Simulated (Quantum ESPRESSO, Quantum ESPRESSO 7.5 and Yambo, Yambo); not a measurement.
# PtSe2 (1T monolayer): G0W0 with Yambo, start to end

Wanted: ground state, empty states, screening and self-energy for PtSe2 (1T monolayer).

Calculated with Quantum ESPRESSO 7.5 and Yambo 5.3.0; PBE and many-body steps on it, plane waves.

**Experimental background.**

- Gap 1.9 ± 0.05 eV: quasiparticle gap from STS, domains aligned with graphene; scanning tunneling spectroscopy; 8.5 K; monolayer (MBE-grown monolayer on epitaxial bilayer graphene, twist angle near 0 deg) on bilayer graphene on SiC(0001) (“Angular dependence of the interlayer coupling at the interface between two dimensional materials 1T-PtSe2 and graphene”, 2023, arxiv:2311.08165).

- Gap 2 ± 0.1 eV: quasiparticle gap of the first layer from STS; scanning tunnelling spectroscopy; 77 K; monolayer (MBE-grown first layer on HOPG) on HOPG (“Precise Layer-Dependent Electronic Structure of MBE-Grown PtSe2”, 2021, arxiv:2105.03334).

- Gap 1.95 ± 0.05 eV: quasiparticle gap of 1 ML from STS, average over islands; scanning tunnelling spectroscopy; monolayer (MBE-grown monolayer islands on bilayer graphene) on bilayer graphene on SiC(0001) (“Atomic-layer controlled THz Spintronic emission from Epitaxially grown Two dimensional PtSe2/ferromagnet heterostructures”, 2023, arxiv:2305.06895).

Most raw output is cut from this account.

## 1. Set-up

The cell holds 3 atoms: 1 Pt and 2 Se. Cell: a = 3.853 Å, b = 3.853 Å, c = 15.000 Å, α = 90.0°, β = 90.0°, γ = 120.0°. It derives from  ([{'formula': 'PtSe2', 'spacegroup': 164, 'source': 'prototype of the bulk crystal'}]). Vacuum lies along c.

The start is a generated structure, not a measured one. Spin-orbit coupling is left out unless a step names it.

## 2. Relaxation

This step: Quantum ESPRESSO 7.5; DFT, PBE, plane waves, norm-conserving pseudopotentials.

A relaxation at this level of theory: leftover forces would pass straight into the levels.

pw.in reads:

```
&control
  calculation = 'vc-relax'
  prefix = 'x'
  outdir = 'o'
  pseudo_dir = 'pseudo'
  forc_conv_thr = 4e-4
  nstep = 60
/
&system
  ibrav = 0
  nat = 3
  ntyp = 2
  ecutwfc = 98.89999999999999
  nbnd = 30
  force_symmorphic = .true.
  occupations = 'smearing'
  smearing = 'fd'
  degauss = 0.002
/
&electrons
  conv_thr = 1e-9
  electron_maxstep = 80
  mixing_beta = 0.5
/
&ions
/
&cell
  press_conv_thr = 0.3
  cell_dofree = '2Dxy'
/
ATOMIC_SPECIES
  Pt 195.08 Pt.upf
  Se 78.971 Se.upf
CELL_PARAMETERS angstrom
  3.8527425800 0.0000000000 0.0000000000
  -1.9263712900 3.3365729485 0.0000000000
  0.0000000000 0.0000000000 15.0000000000
ATOMIC_POSITIONS crystal
  Pt 0.0000000000 0.0000000000 0.5000000000
  Se 0.3333333333 0.6666666667 0.6043677216
  Se 0.6666666667 0.3333333333 0.3956322784
K_POINTS automatic
  6 6 1 0 0 0
```

Launch:

```
> OMP_NUM_THREADS=1 mpirun -n 16 pw.x -nk 8 -in pw.in > pw.out
```

It took 2.2 min on 16 MPI ranks of Arm Neoverse V1, shared host; peak memory 1.9 GiB; 28 min of CPU time.

Relaxation path:

```csv
step,energy less that of the first step (eV),largest force (eV/Å),volume (Å³)
1,0.0000,2.4738,192.82
2,-0.3289,2.1140,189.56
3,-0.6207,1.6157,186.05
4,-0.8804,0.6420,180.99
5,-0.9110,0.0573,178.42
6,-0.9140,0.0859,179.22
7,-0.9154,0.1038,179.71
8,-0.9171,0.1015,180.25
9,-0.9192,0.0807,181.06
10,-0.9211,0.0337,182.28
11,-0.9213,0.0046,182.80
12,-0.9210,0.0045,182.80
```

```csv
cell as run,before,after,change
a (Å),3.853,3.751,-2.6 %
b (Å),3.853,3.751,-2.6 %
```

The atoms that moved most (Å, along periodic axes as changes of fractional coordinates times the final cell, across vacuum about the mean position):

```csv
atom,dx,dy,dz,length
Se2,0.000,0.000,-0.261,0.261
Se3,0.000,0.000,0.261,0.261
```

Final coordinates:

```
CELL_PARAMETERS angstrom
3.75121 0.00000 0.00000
-1.87560 3.24864 0.00000
0.00000 0.00000 15.00000
ATOMIC_POSITIONS crystal
Pt 0.00000 0.00000 0.50000
Se 0.33333 0.66667 0.58698
Se 0.66667 0.33333 0.41302
```

## 3. Ground state

The ground-state density comes first.

pw.in reads:

```
&control
  calculation = 'scf'
  prefix = 'x'
  outdir = 'o'
  pseudo_dir = 'pseudo'
  tprnfor = .true.
  tstress = .true.
/
&system
  ibrav = 0
  nat = 3
  ntyp = 2
  ecutwfc = 104.0
  nbnd = 38
  force_symmorphic = .true.
/
&electrons
  conv_thr = 1e-10
  electron_maxstep = 80
  mixing_beta = 0.5
/
ATOMIC_SPECIES
  Pt 195.08 Pt.upf
  Se 78.971 Se.upf
CELL_PARAMETERS angstrom
  3.7512094685 -0.0000000001 0.0000000000
  -1.8756047341 3.2486426947 0.0000000000
  0.0000000000 0.0000000000 15.0000000000
ATOMIC_POSITIONS crystal
  Pt 0.0000000000 0.0000000000 0.5000000000
  Se 0.3333333333 0.6666666667 0.5869754293
  Se 0.6666666667 0.3333333333 0.4130245707
K_POINTS automatic
  9 9 1 0 0 0
```

The job ended after 75 s (16 MPI ranks; peak memory 1.9 GiB; 8.2 min of CPU time).

This step gave:

```
total energy               : -21963.9754 eV
gap                        : 1.396 eV
k of the valence top       : 0, 0, 0
k of the conduction bottom : 0, 0.2222, 0
least direct gap           : 1.501 eV
pressure                   : 0.023 GPa
```

The gap is indirect, with the least direct gap 0.10 eV higher.

With these pseudopotential files and this cutoff the stress is not reliable, so the pressure is no result.

## 4. Bands along the symmetry lines

The cheap functional maps the bands first; the places of the edges decide which points the dearer methods must see.

pw.in reads:

```
&control
  calculation = 'bands'
  prefix = 'x'
  outdir = 'o'
  pseudo_dir = 'pseudo'
/
&system
  ibrav = 0
  nat = 3
  ntyp = 2
  ecutwfc = 104.0
  nbnd = 39
  force_symmorphic = .true.
/
&electrons
  conv_thr = 1e-9
  electron_maxstep = 80
  diago_full_acc = .true.
  diago_thr_init = 5e-6
/
ATOMIC_SPECIES
  Pt 195.08 Pt.upf
  Se 78.971 Se.upf
CELL_PARAMETERS angstrom
  3.7512094685 -0.0000000001 0.0000000000
  -1.8756047341 3.2486426947 0.0000000000
  0.0000000000 0.0000000000 15.0000000000
ATOMIC_POSITIONS crystal
  Pt 0.0000000000 0.0000000000 0.5000000000
  Se 0.3333333333 0.6666666667 0.5869754293
  Se 0.6666666667 0.3333333333 0.4130245707
K_POINTS crystal
  25
  0.00000000 0.00000000 0.00000000 1
  0.06250000 0.00000000 0.00000000 1
  0.12500000 0.00000000 0.00000000 1
  0.18750000 0.00000000 0.00000000 1
  0.25000000 0.00000000 0.00000000 1
  0.31250000 0.00000000 0.00000000 1
  0.37500000 0.00000000 0.00000000 1
  0.43750000 0.00000000 0.00000000 1
  0.50000000 0.00000000 0.00000000 1
  0.47916667 0.04166667 0.00000000 1
  0.45833333 0.08333333 0.00000000 1
  0.43750000 0.12500000 0.00000000 1
  0.41666666 0.16666666 0.00000000 1
  0.39583333 0.20833333 0.00000000 1
  0.37500000 0.25000000 0.00000000 1
  0.35416666 0.29166666 0.00000000 1
  0.33333333 0.33333333 0.00000000 1
  0.29166666 0.29166666 0.00000000 1
  0.25000000 0.25000000 0.00000000 1
  0.20833333 0.20833333 0.00000000 1
  0.16666666 0.16666666 0.00000000 1
  0.12500000 0.12500000 0.00000000 1
  0.08333333 0.08333333 0.00000000 1
  0.04166667 0.04166667 0.00000000 1
  0.00000000 0.00000000 0.00000000 1
```

Launch:

```
> OMP_NUM_THREADS=1 mpirun -n 16 pw.x -nk 16 -in pw.in > pw.out
```

Elapsed: 28 s, on 16 MPI ranks; peak memory 2.8 GiB; 3.2 min of CPU time.

Numbers from this step:

```
gap                        : 1.408 eV
k of the valence top       : 0.0417, 0.0417, 0
k of the conduction bottom : 0.25, 0, 0
least direct gap           : 1.577 eV
```

The gap is 1.408 eV, +0.012 eV from the run before at this level.

The electronic bands at the labelled points (eV, zero at the top of the highest filled band):

```
  point  band 30  band 31  band 32  band 33  band 34  band 35  band 36  band 37
      Γ    -1.17    -0.54     0.00     0.00     2.96     2.96     4.35     5.28
halfway    -2.14    -0.55    -0.35    -0.17     1.41     2.56     5.44     5.67
      M    -2.22    -1.89    -1.80    -1.33     2.39     2.72     4.73     6.23
halfway    -2.28    -2.20    -1.15    -0.93     1.98     2.24     5.48     7.29
      K    -2.44    -2.14    -0.93    -0.93     1.83     1.83     6.11     8.15
halfway    -2.17    -0.82    -0.66     0.00     1.80     1.84     5.88     6.23
      Γ    -1.17    -0.54     0.00     0.00     2.96     2.96     4.35     5.28
```

## 5. Empty states on the mesh, 6×6×1 mesh, 158 bands

The sums over transitions need many empty states on a uniform mesh; this step solves for them.

pw.in reads:

```
&control
  calculation = 'nscf'
  prefix = 'x'
  outdir = 'o'
  pseudo_dir = 'pseudo'
/
&system
  ibrav = 0
  nat = 3
  ntyp = 2
  ecutwfc = 104.0
  nbnd = 158
  force_symmorphic = .true.
/
&electrons
  conv_thr = 1e-9
  electron_maxstep = 80
  diago_full_acc = .true.
  diago_thr_init = 5e-6
/
ATOMIC_SPECIES
  Pt 195.08 Pt.upf
  Se 78.971 Se.upf
CELL_PARAMETERS angstrom
  3.7512094685 -0.0000000001 0.0000000000
  -1.8756047341 3.2486426947 0.0000000000
  0.0000000000 0.0000000000 15.0000000000
ATOMIC_POSITIONS crystal
  Pt 0.0000000000 0.0000000000 0.5000000000
  Se 0.3333333333 0.6666666667 0.5869754293
  Se 0.6666666667 0.3333333333 0.4130245707
K_POINTS automatic
  6 6 1 0 0 0
```

Launch:

```
> OMP_NUM_THREADS=1 mpirun -n 16 pw.x -nk 4 -in pw.in > pw.out
```

Wall time 76 s (16 MPI ranks); peak memory 2.2 GiB; 9.8 min of CPU time.

This step gave:

```
gap                                                           : 1.671 eV
k of the valence top                                          : 0.1667, 0.1667, 0
k of the conduction bottom                                    : 0, 0.1667, 0
least direct gap                                              : 1.743 eV
k points computed                                             : 7
lowest point of the top converged band, above the valence top : 44.07 eV
```

On this mesh the gap is 1.671 eV. The earlier step found 1.396 eV, so this mesh misses an edge.

## 6. Conversion and set-up

This step: Yambo 5.3.0; conversion and set-up on PBE, plane waves, norm-conserving pseudopotentials.

The states are converted to the many-body program's format and the q mesh is built.

Launch:

```
> (cd o/x.save; p2y > p2y.log; mv SAVE ../..); yambo > setup.log
```

Elapsed: 5.4 s, on 1 MPI rank; peak memory 0.27 GiB.

## 7. Screening and self-energy, 6×6×1 mesh, 158 bands, screening to 129.3 eV

Now the one-shot GW correction: screening in the RPA, then the self-energy of the levels asked for.

This step: G0W0 on PBE, plane waves, norm-conserving pseudopotentials.

gw1.in reads:

```
HF_and_locXC
gw0
dyson
ppa
em1d
rim_cut
rim_w
RandQpts= 3000000
RandGvec= 100 RL
CUTGeo= "slab z"
RandGvecW= 9 RL
EXXRLvcs= 104 Ry
VXCRLvcs= 416 Ry
Chimod= "HARTREE"
% BndsRnXp
 1 | 158 |
%
NGsBlkXp= 9.5 Ry
% LongDrXp
 1 | 1 | 0 |
%
% GbndRnge
 1 | 158 |
%
DysSolver= "n"
ExtendOut
PPAPntXp= 27.21138 eV
% QPkrange
 5 | 5 | 32 | 35 |
 2 | 2 | 32 | 35 |
 1 | 1 | 32 | 35 |
%
```

Launch:

```
> OMP_NUM_THREADS=2 mpirun -n 8 yambo -F gw1.in -J gw1 -C gw1 > gw1.log
```

Elapsed: 9 min, on 8 MPI ranks; peak memory 12 GiB.

This step gave:

```yaml
g0w0_gap_on_the_points_computed: 2.781 eV
starting_gap_on_the_mesh: 1.671 eV
k_of_the_valence_top: 0.1667, 0.1667, 0
k_of_the_conduction_bottom: 0, 0.1667, 0
least_direct_g0w0_gap_on_the_computed_points: 2.812 eV
z_at_the_valence_top: 0.7422
z_at_the_conduction_bottom: 0.7465
```

The gap on the mesh goes from 1.67 eV to 2.78 eV, a correction of +1.11 eV. The start differs from the 1.40 eV found before because the two sample other k points.

Limits: finite bands, cutoff and mesh; no spin polarisation; d states lean on the start; no spin-orbit coupling. v1 is the top filled band, c1 the lowest empty one. The levels before and after the correction (eV, zero at the valence-band top of each column):

```
           conduction bottom  valence top
Kohn-Sham               1.67         0.00
     G0W0               2.78         0.00
```

|  | level | energy (eV) |
| --- | --- | --- |
| Kohn-Sham | (0 0.167 0) v2 | -0.122 |
| Kohn-Sham | (0 0.167 0) v1 | -0.071 |
| Kohn-Sham | (0 0.167 0) c1 | 1.671 |
| Kohn-Sham | (0 0.167 0) c2 | 2.655 |
| Kohn-Sham | (0.167 0.167 0) v2 | -0.660 |
| Kohn-Sham | (0.167 0.167 0) v1 | 0.000 |
| Kohn-Sham | (0.167 0.167 0) c1 | 1.806 |
| Kohn-Sham | (0.167 0.167 0) c2 | 1.841 |
| G0W0 | (0 0.167 0) v2 | -0.193 |
| G0W0 | (0 0.167 0) v1 | -0.031 |
| G0W0 | (0 0.167 0) c1 | 2.781 |
| G0W0 | (0 0.167 0) c2 | 3.911 |
| G0W0 | (0.167 0.167 0) v2 | -0.518 |
| G0W0 | (0.167 0.167 0) v1 | 0.000 |
| G0W0 | (0.167 0.167 0) c1 | 2.914 |
| G0W0 | (0.167 0.167 0) c2 | 2.996 |

## 8. Where the time went

Times are wall times on the hardware named with each run. The host was busy with other work, so they are no guide to cost.

```
                          step     time  share  memory (GiB)
                    relaxation  2.2 min   15 %           1.9
                  ground state     75 s    9 %           1.9
bands along the symmetry lines     28 s    3 %           2.8
      empty states on the mesh     76 s    9 %           2.2
         conversion and set-up    5.4 s    1 %          0.27
     screening and self-energy    9 min   63 %            12
```

## 9. Outcome

```yaml
pbe_gap: 1.40 eV, indirect
g0w0_gap_on_the_mesh: 2.78 eV
g0w0_gap_over_the_zone_rigid_shift: 2.51 eV
gw_settings: 6×6×1 mesh, 158 bands, screening to 129.3 eV, Godby-Needs plasmon pole
known_limits: not at the basis limit; no spin polarisation; d states lean on the start; no spin-orbit coupling
```

G0W0 moves the gap on the mesh from 1.67 eV to 2.78 eV (+1.11 eV), with Z of 0.74 and 0.75 at the edges. The mesh misses the band edges by 0.28 eV in all; a rigid shift gives 2.51 eV for the zone. Only 3 of the mesh's irreducible points were corrected, so a valley elsewhere could overtake. The dearest step here is «screening and self-energy». Against experiment, by G0W0@PBE: the gap of 2.51 eV lies +0.61 eV from the measured 1.9 ± 0.05 eV (electronic, 8.5 K, on bilayer graphene on SiC(0001), 2023); the gap of 2.51 eV lies +0.51 eV from the measured 2 ± 0.1 eV (electronic, 77 K, on HOPG, 2021); the gap of 2.51 eV lies +0.56 eV from the measured 1.95 ± 0.05 eV (electronic, on bilayer graphene on SiC(0001), 2023). The computed sheet is free-standing; a substrate or cover screens it further and lowers both gap and binding, while the exciton line moves little. The calculation has static nuclei and no excitons; a measured gap holds zero-point and thermal motion, which mostly lowers it. With atoms this heavy the missing spin-orbit coupling can matter too. Bands and cutoff are finite, so the gap is not at the basis limit. The miss can reach some tenths of an eV and take either sign; the mesh is an error of its own. In the G0W0 run levels were corrected at 3 k points alone, so a gap called «on the mesh» is the least over those, and an edge elsewhere would be missed. A denser mesh or path gives a starting gap of 1.40 eV: the GW mesh misses a band edge, so its gaps are not the fundamental one. The runs have no spin polarisation. For a closed low-spin shell that is the natural state; where a d or f shell is open it is a constraint, and the gap is then not the crystal's own. With d states at the gap, one-shot GW leans hard on its start.

[Paths, hosts, dates, memory and timing lines, banners, echoed tables and standing remarks are left out of the program output.]

[Logs are printed without paths, hosts, clocks, repeated set-up lines and the standing remarks that a program may print on its own settings, such as how far it seeks lower states.]

[Runs of the session that timed out or met a known fault of the program may be left out.]

[Hosts, paths, dates, database ids (printed as entryN), source tags and the programs' standing remarks are cut or masked in the printed files.]
